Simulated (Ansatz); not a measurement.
# Al(111) with 4 thermally displaced layers, 2x2: scattering by thermal displacements, part 2 of 2

Wanted: the phonon-limited resistivity of Al at 800 K by the Landauer route.

Ansatz 0.2.0; Ansatz plane-wave DFT, PBE, PAW files; ballistic transport by layer matching (Landauer), zero bias; PAW set soft_1.

So far. Step 2 (With 4 displaced layers): Over the solved energies the transmission per spin lies between 4.76 and 4.94, out of 5.42 channels of the lead on average (up to 5.57).

## Step 3: With 8 displaced layers

Each atom of 8 layers is moved at random, by amounts drawn from a normal law 0.1541 Å wide in each direction from the Debye model (428 K) at 800 K. A fresh draw is used; the growth of the resistance with length is what counts.

System of this step: Al(111) with 8 thermally displaced layers, 2x2. The cell holds 56 atoms: 56 Al. Cell: a = 5.725 Å, b = 5.725 Å, c = 32.761 Å, α = 87.5°, β = 92.5°, γ = 120.0°. It derives from Al. Regions: lead, 24 atoms (24 Al); scattering region, 32 atoms (32 Al). The structure is stacked along c, and the current runs across the ab planes.

input.yaml

```yaml
crystal:
  lattice:
    - [5.7246940741, 0.0, 0.0]
    - [-2.862347037, 4.957730497, 0.0]
    - [-1.4311735185, 0.8262884162, 32.7193519684]
  atoms:
    - { symbol: Al, position: [0.005952381, 0.994047619, 0.0357142857] }
    - { symbol: Al, position: [0.005952381, 0.494047619, 0.0357142857] }
    - { symbol: Al, position: [0.505952381, 0.994047619, 0.0357142857] }
    - { symbol: Al, position: [0.505952381, 0.494047619, 0.0357142857] }
    - { symbol: Al, position: [0.1845238095, 0.3154761905, 0.1071428571] }
    - { symbol: Al, position: [0.1845238095, 0.8154761905, 0.1071428571] }
    - { symbol: Al, position: [0.6845238095, 0.3154761905, 0.1071428571] }
    - { symbol: Al, position: [0.6845238095, 0.8154761905, 0.1071428571] }
    - { symbol: Al, position: [0.3630952381, 0.1369047619, 0.1785714286] }
    - { symbol: Al, position: [0.3630952381, 0.6369047619, 0.1785714286] }
    - { symbol: Al, position: [0.8630952381, 0.1369047619, 0.1785714286] }
    - { symbol: Al, position: [0.8630952381, 0.6369047619, 0.1785714286] }
    - { symbol: Al, position: [0.0405804987, 0.9757704608, 0.2482099806] }
    - { symbol: Al, position: [0.0682762955, 0.4892037174, 0.2474376561] }
    - { symbol: Al, position: [0.600858056, 0.0078908024, 0.2550814532] }
    - { symbol: Al, position: [0.5918488252, 0.4906513685, 0.2606170962] }
    - { symbol: Al, position: [0.2257463563, 0.2793533166, 0.3242687299] }
    - { symbol: Al, position: [0.1709656829, 0.7321826805, 0.3172750113] }
    - { symbol: Al, position: [0.73641105, 0.2956698611, 0.3141935367] }
    - { symbol: Al, position: [0.6644836445, 0.7700840578, 0.3205429739] }
    - { symbol: Al, position: [0.4088824403, 0.121091408, 0.3986439801] }
    - { symbol: Al, position: [0.4136854721, 0.6210918129, 0.3876996089] }
    - { symbol: Al, position: [0.8713414767, 0.1080109006, 0.3959871805] }
    - { symbol: Al, position: [0.9281830823, 0.6189969474, 0.3965499809] }
    - { symbol: Al, position: [0.0713732966, 0.8687387595, 0.460828374] }
    - { symbol: Al, position: [0.0977169956, 0.4423499255, 0.4571649547] }
    - { symbol: Al, position: [0.601952642, 0.9091629273, 0.4631911775] }
    - { symbol: Al, position: [0.5952751053, 0.4470419155, 0.4575368665] }
    - { symbol: Al, position: [0.2831923694, 0.2470548248, 0.5320843637] }
    - { symbol: Al, position: [0.2140679579, 0.6766218169, 0.5326645146] }
    - { symbol: Al, position: [0.749572741, 0.2222683476, 0.5341696045] }
    - { symbol: Al, position: [0.753555102, 0.744750193, 0.5405206773] }
    - { symbol: Al, position: [0.4302366987, 0.0569738307, 0.6096794502] }
    - { symbol: Al, position: [0.4854931041, 0.5544213353, 0.6095580564] }
    - { symbol: Al, position: [0.9134960214, 0.1067755283, 0.6102480321] }
    - { symbol: Al, position: [0.9686603641, 0.564459118, 0.6022320204] }
    - { symbol: Al, position: [0.147974017, 0.9110044884, 0.674488361] }
    - { symbol: Al, position: [0.0802954528, 0.4009979468, 0.6777643078] }
    - { symbol: Al, position: [0.6734426624, 0.8682293281, 0.6760823182] }
    - { symbol: Al, position: [0.5835418407, 0.3358539384, 0.6743845317] }
    - { symbol: Al, position: [0.3334062447, 0.2047277336, 0.7471349709] }
    - { symbol: Al, position: [0.2669702092, 0.725857605, 0.7531000614] }
    - { symbol: Al, position: [0.7927610071, 0.1959974633, 0.7514388424] }
    - { symbol: Al, position: [0.791845057, 0.6866835369, 0.752930694] }
    - { symbol: Al, position: [0.4702380952, 0.0297619048, 0.8214285714] }
    - { symbol: Al, position: [0.4702380952, 0.5297619048, 0.8214285714] }
    - { symbol: Al, position: [0.9702380952, 0.0297619048, 0.8214285714] }
    - { symbol: Al, position: [0.9702380952, 0.5297619048, 0.8214285714] }
    - { symbol: Al, position: [0.1488095238, 0.8511904762, 0.8928571429] }
    - { symbol: Al, position: [0.1488095238, 0.3511904762, 0.8928571429] }
    - { symbol: Al, position: [0.6488095238, 0.8511904762, 0.8928571429] }
    - { symbol: Al, position: [0.6488095238, 0.3511904762, 0.8928571429] }
    - { symbol: Al, position: [0.3273809524, 0.1726190476, 0.9642857143] }
    - { symbol: Al, position: [0.3273809524, 0.6726190476, 0.9642857143] }
    - { symbol: Al, position: [0.8273809524, 0.1726190476, 0.9642857143] }
    - { symbol: Al, position: [0.8273809524, 0.6726190476, 0.9642857143] }
kpoints:
  mp_grid: { grid: [5, 5, 1] }
hamiltonian:
  xc: pbe
  pseudopotentials: { kind: paw, azcp: { folder: soft_1 } }
scf:
  occupations: { method: fermi_dirac, width: 0.1 }
output:
  transmission:
    leads: [[0, 4]]
    kmesh: [10, 10]
    e_range: [-0.05, 0.05]
    de: 0.05
  write_potential: true
  write_density: true
  volumetric_format: npy
```

On the command line:

```console
> ansatz run input.yaml --threads 4 --pin off --max-ram 15360MiB --backend cpu --events-out ev --progress --plain --runs-dir out
```

Numbers of over 12 decimals in the logs are rounded to 6 here.

What it wrote:

```text
[...]
Crystal: 56 atoms, lattice volume = 928.624 Å³
Basis set: ecut = 420 eV, 18271 PW (Γ)
Bands: 140, of which v1, the nominal top of the filled ones, is band 84 counted from 1 (83 counted from 0)
Symmetry: 1 space group operations
[...]
k-points: 13 of 25 (time reversal used)
[...]
SCF iter   1: F=—  HF=-30098.497116 eV  |F-HF|=—  |Δ(HF+E_count)|=         —  Δρ=2.52e-2  dr2=1.51e1  ethr=3.10e-3  ⟨swp⟩=6.8  Hψ=8768  notcnv=0  defer=49
[...]
SCF iter   7: F=-30095.485480 eV  HF=-30095.485480 eV  |F-HF|=2.56e-8  |Δ(HF+E_count)|=   2.93e-7  Δρ=1.69e-6  dr2=4.68e-8  ethr=5.95e-11  ⟨swp⟩=14.0  Hψ=7993  notcnv=0
SCF 1 converged in 7 iterations: F = -30095.485480 eV  dr2 = 4.68e-8
[...]
transmission: 222 of 2132 steps passed
transmission: 432 of 2132 steps passed
[...]
transmission: 2132 of 2132 steps passed
SCF converged after 7 iterations
Free energy (F): -30095.485480 eV
[...]
Internal energy: -30094.601624 eV  (E = F + TS)
E sigma→0 (E₀):  -30095.043552 eV
Entropy (-TS):   -0.883856 eV (-15.783 meV/atom)
Fermi energy:    7.907300 eV
[...]
--- Band table (eV; the first three rows and the last of 13) ---
  k-point 0: bands = [... 80 lower, 6.5529, 6.6016, 6.6596, 6.9955, 7.0376, 7.0609, 7.0749, 7.2164, ... 52 higher]
  k-point 1: bands = [... 80 lower, 6.9519, 7.0688, 7.0978, 7.1505, 7.2001, 7.5736, 7.6149, 7.6575, ... 52 higher]
  k-point 2: bands = [... 80 lower, 7.8805, 7.9855, 8.0339, 8.0837, 8.1078, 8.1634, 8.2134, 8.2737, ... 52 higher]
  k-point 12: bands = [... 80 lower, 7.7366, 7.8260, 7.8915, 7.9341, 7.9549, 7.9743, 8.0030, 8.0485, ... 52 higher]
--- Transmission ---
  basis      : 253 plane waves across, 41 finite elements along
  points     : 52, standing for a mesh of 10 x 10
[...]
channels       : 5.530000e0 a spin
[...]
junction   : crystal 0 to crystal 0, 0.70 to 31.08 Å
    transmission   : 4.212812e0 a spin
[...]
```

Elapsed: 10 min, on 4 threads of Arm Neoverse V1, shared host; peak memory 3.1 GiB; 34 min of CPU time.

This step gave:

```yaml
free_energy: -30095.4855 eV
energy_at_zero_smearing: -30095.0436 eV
fermi_energy: 7.907 eV
transmission_per_spin_nearest_the_fermi_level: 4.213
open_channels_per_spin_nearest_the_fermi_level: 5.53
step_of_the_lead_s_potential: 6.7 meV
```

Per spin. The transmission, zone mean by energy, zero at the Fermi level:

| energy (eV) | transmission, zone mean |
| --- | --- |
| -0.0500 | 4.04 |
| 0.0000 | 4.21 |
| 0.0500 | 4.23 |

Over the solved energies the transmission per spin lies between 4.04 and 4.23, out of 5.47 channels of the lead on average (up to 5.59).

## Step 4: With 12 displaced layers

Each atom of 12 layers is moved at random, by amounts drawn from a normal law 0.1541 Å wide in each direction from the Debye model (428 K) at 800 K. A fresh draw is used; the growth of the resistance with length is what counts.

System of this step: Al(111) with 12 thermally displaced layers, 2x2. The cell holds 72 atoms: 72 Al. Cell: a = 5.725 Å, b = 5.725 Å, c = 42.068 Å, α = 90.0°, β = 90.0°, γ = 120.0°. It derives from Al. Regions: lead, 24 atoms (24 Al); scattering region, 48 atoms (48 Al). The structure is stacked along c, and the current runs across the ab planes.

input.yaml

```yaml
crystal:
  lattice:
    - [5.7246940741, 0.0, 0.0]
    - [-2.862347037, 4.957730497, 0.0]
    - [0.0, 0.0, 42.0677382451]
  atoms:
    - { symbol: Al, position: [0.0, 0.0, 0.0277777778] }
    - { symbol: Al, position: [0.0, 0.5, 0.0277777778] }
    - { symbol: Al, position: [0.5, 0.0, 0.0277777778] }
    - { symbol: Al, position: [0.5, 0.5, 0.0277777778] }
    - { symbol: Al, position: [0.1666666667, 0.3333333333, 0.0833333333] }
    - { symbol: Al, position: [0.1666666667, 0.8333333333, 0.0833333333] }
    - { symbol: Al, position: [0.6666666667, 0.3333333333, 0.0833333333] }
    - { symbol: Al, position: [0.6666666667, 0.8333333333, 0.0833333333] }
    - { symbol: Al, position: [0.3333333333, 0.1666666667, 0.1388888889] }
    - { symbol: Al, position: [0.3333333333, 0.6666666667, 0.1388888889] }
    - { symbol: Al, position: [0.8333333333, 0.1666666667, 0.1388888889] }
    - { symbol: Al, position: [0.8333333333, 0.6666666667, 0.1388888889] }
    - { symbol: Al, position: [0.9230334571, 0.9599381185, 0.1933312814] }
    - { symbol: Al, position: [0.9789873349, 0.4638152568, 0.1956484604] }
    - { symbol: Al, position: [0.5354211488, 0.014018254, 0.1952668317] }
    - { symbol: Al, position: [0.5285772849, 0.5125698918, 0.1902602141] }
    - { symbol: Al, position: [0.1812813095, 0.3734667602, 0.2458337113] }
    - { symbol: Al, position: [0.1622965822, 0.8212396773, 0.2467108398] }
    - { symbol: Al, position: [0.6410108376, 0.3364729901, 0.2511550374] }
    - { symbol: Al, position: [0.652513079, 0.7883914439, 0.2489424234] }
    - { symbol: Al, position: [0.3573515107, 0.1960926885, 0.3080187634] }
    - { symbol: Al, position: [0.3727657589, 0.7007647942, 0.3085733492] }
    - { symbol: Al, position: [0.8122937603, 0.1684705279, 0.3029435298] }
    - { symbol: Al, position: [0.7431147151, 0.6144259802, 0.3132066755] }
    - { symbol: Al, position: [0.9350861901, 0.9303172263, 0.3589689708] }
    - { symbol: Al, position: [0.0402205939, 0.4986027505, 0.3626058053] }
    - { symbol: Al, position: [0.4914309694, 0.9974133088, 0.3657504853] }
    - { symbol: Al, position: [0.5200841032, 0.4973193709, 0.3643768639] }
    - { symbol: Al, position: [0.1921805911, 0.3265218297, 0.4176555399] }
    - { symbol: Al, position: [0.1631214673, 0.812563225, 0.4208820136] }
    - { symbol: Al, position: [0.6525441049, 0.3140807247, 0.4105286986] }
    - { symbol: Al, position: [0.6563123677, 0.8807422674, 0.4124909356] }
    - { symbol: Al, position: [0.3391896569, 0.1552560618, 0.4740950718] }
    - { symbol: Al, position: [0.3374812326, 0.6425403591, 0.4711532032] }
    - { symbol: Al, position: [0.8377875671, 0.1702267186, 0.4721177988] }
    - { symbol: Al, position: [0.834682394, 0.6862281967, 0.4770463965] }
    - { symbol: Al, position: [0.0030464221, 0.9769970586, 0.5292280263] }
    - { symbol: Al, position: [0.0088181647, 0.5143470474, 0.5345349182] }
    - { symbol: Al, position: [0.4940626307, 0.9996425281, 0.5245303105] }
    - { symbol: Al, position: [0.4833784722, 0.4823112645, 0.5336375104] }
    - { symbol: Al, position: [0.1659608778, 0.3155585829, 0.5904004352] }
    - { symbol: Al, position: [0.1443029294, 0.8601006506, 0.5870555494] }
    - { symbol: Al, position: [0.6780564413, 0.3252169333, 0.582859396] }
    - { symbol: Al, position: [0.6696377435, 0.8577638903, 0.5748031459] }
    - { symbol: Al, position: [0.3219342089, 0.1713889704, 0.6367602438] }
    - { symbol: Al, position: [0.2806387306, 0.6591197435, 0.6361229255] }
    - { symbol: Al, position: [0.8765879217, 0.2100968513, 0.6391430091] }
    - { symbol: Al, position: [0.7782268598, 0.660569196, 0.63550407] }
    - { symbol: Al, position: [0.0446412739, 0.0525691433, 0.6956070901] }
    - { symbol: Al, position: [0.0783150823, 0.5470711719, 0.6969956359] }
    - { symbol: Al, position: [0.4800921339, 0.0064920695, 0.6895393723] }
    - { symbol: Al, position: [0.5346879554, 0.5074196198, 0.6999343708] }
    - { symbol: Al, position: [0.1499396338, 0.2772578231, 0.7528850331] }
    - { symbol: Al, position: [0.2237012759, 0.8895622728, 0.746975309] }
    - { symbol: Al, position: [0.6490825284, 0.3399192812, 0.7466723234] }
    - { symbol: Al, position: [0.6187111585, 0.8037274193, 0.7599980646] }
    - { symbol: Al, position: [0.30604532, 0.1389742906, 0.8043402797] }
    - { symbol: Al, position: [0.3580768215, 0.710093928, 0.8094016975] }
    - { symbol: Al, position: [0.8596332049, 0.171240455, 0.8065044745] }
    - { symbol: Al, position: [0.7970798548, 0.6230236881, 0.8133913897] }
    - { symbol: Al, position: [0.0, 0.0, 0.8611111111] }
    - { symbol: Al, position: [0.0, 0.5, 0.8611111111] }
    - { symbol: Al, position: [0.5, 0.0, 0.8611111111] }
    - { symbol: Al, position: [0.5, 0.5, 0.8611111111] }
    - { symbol: Al, position: [0.1666666667, 0.3333333333, 0.9166666667] }
    - { symbol: Al, position: [0.1666666667, 0.8333333333, 0.9166666667] }
    - { symbol: Al, position: [0.6666666667, 0.3333333333, 0.9166666667] }
    - { symbol: Al, position: [0.6666666667, 0.8333333333, 0.9166666667] }
    - { symbol: Al, position: [0.3333333333, 0.1666666667, 0.9722222222] }
    - { symbol: Al, position: [0.3333333333, 0.6666666667, 0.9722222222] }
    - { symbol: Al, position: [0.8333333333, 0.1666666667, 0.9722222222] }
    - { symbol: Al, position: [0.8333333333, 0.6666666667, 0.9722222222] }
kpoints:
  mp_grid: { grid: [5, 5, 1] }
hamiltonian:
  xc: pbe
  pseudopotentials: { kind: paw, azcp: { folder: soft_1 } }
scf:
  occupations: { method: fermi_dirac, width: 0.1 }
output:
  transmission:
    leads: [[0, 4]]
    kmesh: [10, 10]
    e_range: [-0.05, 0.05]
    de: 0.05
  write_potential: true
  write_density: true
  volumetric_format: npy
```

What it wrote:

```text
[...]
Crystal: 72 atoms, lattice volume = 1193.945 Å³
Basis set: ecut = 420 eV, 23469 PW (Γ)
Bands: 180, of which v1, the nominal top of the filled ones, is band 108 counted from 1 (107 counted from 0)
Symmetry: 1 space group operations
[...]
k-points: 13 of 25 (time reversal used)
[...]
SCF iter   1: F=—  HF=-38696.359806 eV  |F-HF|=—  |Δ(HF+E_count)|=         —  Δρ=2.64e-2  dr2=2.01e1  ethr=3.10e-3  ⟨swp⟩=6.2  Hψ=11272  notcnv=0  defer=100
[...]
SCF iter   8: F=-38691.705753 eV  HF=-38691.705754 eV  |F-HF|=2.22e-8  |Δ(HF+E_count)|=   1.18e-8  Δρ=7.82e-7  dr2=2.83e-8  ethr=4.63e-11  ⟨swp⟩=13.9  Hψ=9381  notcnv=0
SCF 1 converged in 8 iterations: F = -38691.705753 eV  dr2 = 2.83e-8
[...]
transmission: 273 of 2704 steps passed
transmission: 549 of 2704 steps passed
[...]
transmission: 2704 of 2704 steps passed
SCF converged after 8 iterations
Free energy (F): -38691.705753 eV
[...]
Internal energy: -38690.561550 eV  (E = F + TS)
E sigma→0 (E₀):  -38691.133652 eV
Entropy (-TS):   -1.144203 eV (-15.892 meV/atom)
Fermi energy:    7.897402 eV
[...]
--- Band table (eV; the first three rows and the last of 13) ---
  k-point 0: bands = [... 104 lower, 6.5856, 6.6152, 6.6917, 6.7825, 6.8379, 6.8475, 6.8742, 6.9491, ... 68 higher]
  k-point 1: bands = [... 104 lower, 6.9226, 6.9960, 7.0956, 7.1324, 7.1918, 7.2620, 7.3209, 7.4649, ... 68 higher]
  k-point 2: bands = [... 104 lower, 7.9049, 7.9366, 8.0002, 8.0159, 8.0584, 8.0869, 8.1189, 8.1603, ... 68 higher]
  k-point 12: bands = [... 104 lower, 7.7121, 7.8357, 7.8658, 7.9024, 7.9169, 7.9676, 7.9823, 8.0165, ... 68 higher]
--- Transmission ---
  basis      : 253 plane waves across, 52 finite elements along
  points     : 52, standing for a mesh of 10 x 10
[...]
channels       : 5.590000e0 a spin
[...]
junction   : crystal 0 to crystal 0, 0.70 to 40.43 Å
    transmission   : 3.722612e0 a spin
[...]
```

Run time: 14 min. Hardware: 4 threads; peak memory 4.9 GiB.

Numbers from this step:

* free energy: -38691.7058 eV
* energy at zero smearing: -38691.1337 eV
* Fermi energy: 7.897 eV
* transmission per spin nearest the Fermi level: 3.723
* open channels per spin nearest the Fermi level: 5.59
* step of the lead's potential: 14.4 meV

Per spin. Table of transmission, zone mean by energy, zero at the Fermi level:

| energy (eV) | transmission, zone mean |
| --- | --- |
| -0.0500 | 3.57 |
| 0.0000 | 3.72 |
| 0.0500 | 3.69 |

Over the solved energies the transmission per spin lies between 3.57 and 3.72, out of 5.49 channels of the lead on average (up to 5.59).

## Step 5: Resistance against length

This step: Ansatz plane-wave DFT, PBE, PAW files; ballistic transport by layer matching (Landauer), zero bias; resistivity from the slope of the area resistance; PAW set soft_1 (Ansatz 0.2.0).

This step gave:

| Quantity | Value |
| --- | --- |
| resistivity | 13.64 µΩ cm |
| intercept | -0.04746 fΩ m² |
| scatter about the fit | 0.002262 fΩ m² |

Resistance, by row:

| run | length (Å) | T | channels N | RA (fΩ m²) |
| --- | --- | --- | --- | --- |
| n4 | 9.348 | 4.859 | 5.423 | 0.07843 |
| n8 | 18.7 | 4.161 | 5.47 | 0.2107 |
| n12 | 28.05 | 3.661 | 5.49 | 0.3334 |

The area resistance by length of the displaced region:

| length of the displaced region (Å) | area resistance (fΩ m²) |
| --- | --- |
| 9.35 | 0.0784 |
| 18.70 | 0.211 |
| 28.05 | 0.333 |

The area resistance goes from 0.078 to 0.33 fΩ m² between 9.3 and 28.0 Å, a slope of 14 µΩ cm.

By hand from the end points: (0.3334 − 0.07843) fΩ m² / (28.05 − 9.35) Å = 14 µΩ cm, since 1 fΩ m² per Å is 1000 µΩ cm.

## Step 6: Results

```
resistivity from the slope  : 13.6 µΩ cm
area resistance over 9.35 Å : 0.0784 fΩ m²
area resistance over 18.7 Å : 0.211 fΩ m²
area resistance over 28.0 Å : 0.333 fΩ m²
```

The slope gives 14 µΩ cm. The points scatter by 0.0023 fΩ m² about the line, with one random draw a length in a 2x2 cell, so the slope is a rough value. The mean square of the displacements drawn is 0.78, 0.91 and 1.0 of the nominal one at the three lengths; with each resistance scaled back by that, the slope is 12 µΩ cm, the value used below. The lead's own channel count moves between the runs (5.42, 5.47 and 5.49), which shifts RA and the slope too. Read with a model of isotropic scattering on a spherical Fermi surface and the lead's 1.5×10¹⁵ S/m², this slope means a mean free path near 45 Å; over these lengths the model's slope is 1.07 times its bulk resistivity, which would be 11 µΩ cm. Uncorrelated displacements put too much weight on short waves, which scatter strongly; with the sideways repeat of a small cell, one draw and three short lengths, the method is good to a factor of two or three.

[Logs are printed without paths, hosts, clocks, repeated set-up lines and the standing remarks that a program may print on its own settings, such as how far it seeks lower states.]

[Hosts, paths, dates, database ids (printed as entryN), source tags and the programs' standing remarks are cut or masked in the printed files.]
